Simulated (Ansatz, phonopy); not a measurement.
# InPd (Pm-3m): a volume series of phonon spectra, part 4 of 4

Aim: how the vibrations of InPd shift with volume, and the expansion that follows. The starting cell is a computed one from a database.

Ansatz 0.2.0; DFT PBEsol, scalar-relativistic, plane waves, PAW.

So far. Step 14 (A cell at another volume, V/V0 1.085): The run ends at a pressure of -8.78 GPa. Step 15 (Lattice dynamics at this volume, V/V0 1.085): No mode is imaginary beyond numerical noise at the solved wavevectors. The highest zone-centre mode (no LO–TO term) moved by -23.3 % for a volume change of +8.5 %.

**16. Mode Grüneisen parameters**

This step: DFT PBEsol, scalar-relativistic, plane waves, PAW (phonopy 4.10.0).

Numbers from this step:

```yaml
share_of_modes_with_a_negative_grueneisen_parameter: 0
```

Mean Grüneisen, by row:

```
T (K)  heat-capacity-weighted mean  root mean square
   50                        3.233             3.302
  100                        3.127             3.193
  200                        3.089             3.154
  300                        3.082             3.146
  500                        3.078             3.142
  800                        3.076              3.14
```

Table of mean mode Grueneisen parameter by wavenumber:

```
wavenumber (cm⁻¹)  mean mode Grueneisen parameter
              2.9                               -
              8.7                               -
             20.3                            3.71
             26.1                            3.27
             37.8                            3.07
             43.6                            3.06
             49.4                            3.04
             61.0                            3.38
             66.8                            3.57
             72.6                            3.73
             84.3                            3.66
             90.1                            3.53
            101.7                            3.05
            107.5                            2.81
            113.3                            2.82
            124.9                            2.76
            130.7                            2.67
            136.6                            2.71
            148.2                            2.72
            154.0                            2.73
            165.6                            2.49
            171.4                            2.62
```

Volume series, by row:

```
 V/V0  V (Å³/atom)  pressure (GPa)  E - E0 (meV/atom)  gap (eV)  zero-point energy (meV/atom)  lowest on the path (cm⁻¹)  highest at Gamma without the LO-TO term (cm⁻¹)
 0.98        16.77           2.935              3.062         0                         20.89                          0                                           153.5
    1        17.12               0                  0         0                         19.71                          0                                           144.8
 1.02        17.46           -2.56              2.809         0                         18.57                          0                                           136.5
 1.04         17.8          -4.788              10.74         0                         17.48                          0                                           128.4
 1.06        18.14          -6.721              23.12         0                         16.43                          0                                           120.6
1.085        18.57          -8.778              43.95         0                         15.15                          0                                           111.1
```

Optical frequency at Gamma without the LO-TO term, mode 4 against V/V0:

```
  V/V0  optical frequency at Gamma without the LO-TO term, mode 4 (cm⁻¹)
0.9800                                                               154
1.0000                                                               145
1.0200                                                               136
1.0400                                                               128
1.0600                                                               121
1.0850                                                               111
```

Grüneisen at points, by row:

```
point  branch  frequency (cm⁻¹)  mode Grüneisen parameter
    Γ       4             144.8                      2.94
    X       1              83.1                      4.07
    X       3               105                      2.73
    X       5             117.1                      3.39
    X       6             163.6                      1.91
    M       1              48.7                      1.47
    M       3              98.9                      3.01
    M       4               101                      2.86
    M       5             174.4                      2.71
    R       1                96                      4.22
    R       4             145.6                      2.14
```

**17. Quasi-harmonic fit by phonopy**

Numbers from this step:

```yaml
volume_expansion_coefficient_at_300_k: 62.12 1e-6/K
isothermal_bulk_modulus_at_300_k: 119.8 GPa
c_p_at_300_k: 25.87 J/mol-atom/K
grueneisen_parameter_at_300_k: 3.2
```

Table of energy (each curve on its own zero) by volume; values in meV/atom:

```
volume (Å³/atom)  static  F at 0 K  F at 300 K  F at 750 K
          16.775    3.06      5.91        15.8        34.4
          17.117       0      1.67        7.95        19.6
          17.459    2.81      3.35        5.83        10.3
          17.802    10.7      10.2        8.68        5.72
          18.144    23.1      21.5        15.8        5.08
          18.572    44.0      41.1        29.6        8.58
```

Phonopy-qha, vinet fit of F(V) at each temperature; no electronic free energy. Qha vinet, by row:

```
T (K)  fitted volume (Å³/atom)  alpha_V (1e-6/K)  B_T (GPa)  C_P (J/mol-atom/K)  Grueneisen
  100                    17.23             46.73      131.8               20.77       3.129
  150                    17.27             53.26        129                23.4       3.141
  200                    17.32             56.85      126.1               24.59       3.156
  250                    17.37             59.59        123               25.32       3.176
  300                    17.42             62.12      119.8               25.87         3.2
  350                    17.48             64.66      116.4               26.35       3.227
  400                    17.54             67.37      112.8               26.82       3.257
  450                     17.6             70.32      109.1               27.29       3.291
  500                    17.66             73.61      105.2                27.8       3.328
  550                    17.73             77.31      101.2               28.35       3.369
  600                     17.8             81.52      96.98               28.97       3.414
  650                    17.87             86.36      92.57               29.67       3.464
  700                    17.95             91.99      87.96               30.49       3.519
```

Volume expansion coefficient, phonopy-qha, Vinet against temperature:

```
temperature (K)  volume expansion coefficient, phonopy-qha, Vinet (1e-6/K)
             75                                                       40.2
            100                                                       46.7
            125                                                       50.6
            150                                                       53.3
            175                                                       55.2
            200                                                       56.9
            225                                                       58.3
            250                                                       59.6
            275                                                       60.9
            300                                                       62.1
            325                                                       63.4
            350                                                       64.7
            375                                                       66.0
            400                                                       67.4
            425                                                       68.8
            450                                                       70.3
            475                                                       71.9
            500                                                       73.6
            525                                                       75.4
            550                                                       77.3
            575                                                       79.3
            600                                                       81.5
            625                                                       83.8
            650                                                       86.4
            675                                                       89.1
            700                                                       92.0
            725                                                       95.2
```

The fit gives a volume expansion of 62.1 × 10⁻⁶/K at 300 K.

**18. Summary of results**

| Item | Value |
| --- | --- |
| volume expansion coefficient at 300 K | 62.12 1e-6/K |
| isothermal bulk modulus at 300 K | 119.8 GPa |
| C_P at 300 K | 25.87 J/mol-atom/K |
| Grüneisen parameter at 300 K | 3.2 |
| mean mode Grüneisen parameter at 300 K | 3.08 |

Near room temperature InPd expands by 62.1 × 10⁻⁶/K in volume by PBEsol, with C_P = 25.9 J/(mol K) per mole of atoms and B_T = 120 GPa. C_P at room temperature is 104 % of the classical 3R an atom. The fit leaves out the electrons' free energy, which adds to C_P and to the expansion of a metal at high temperature. The heat-capacity-weighted Grüneisen parameter goes from 3.23 at 50 K to 3.08 at 800 K. Weighting γ by the density of states and each mode's heat capacity at 300 K, modes below 60 cm⁻¹ give about 17 % of the sum of γC that drives the expansion, those up to 120 cm⁻¹ 48 % and the rest 36 %. Among the labelled points γ is largest for branch 1 at R (96 cm⁻¹, 4.2) and smallest for branch 1 at M (48.7 cm⁻¹, 1.5). The program warned that a few bands missed the eigensolver's threshold in at least one of the runs. The PAW files were made for PBE and are used here under another functional, for which the program regenerates the frozen cores.

[Logs are printed without paths, hosts, clocks, repeated set-up lines and the standing remarks that a program may print on its own settings, such as how far it seeks lower states.]

[Hosts, paths, dates, database ids (printed as entryN), source tags and the programs' standing remarks are cut or masked in the printed files.]

[A step with changed settings may run another functional than the one named; its input shows which.]

[Of the runs on displaced cells, only some may be shown.]
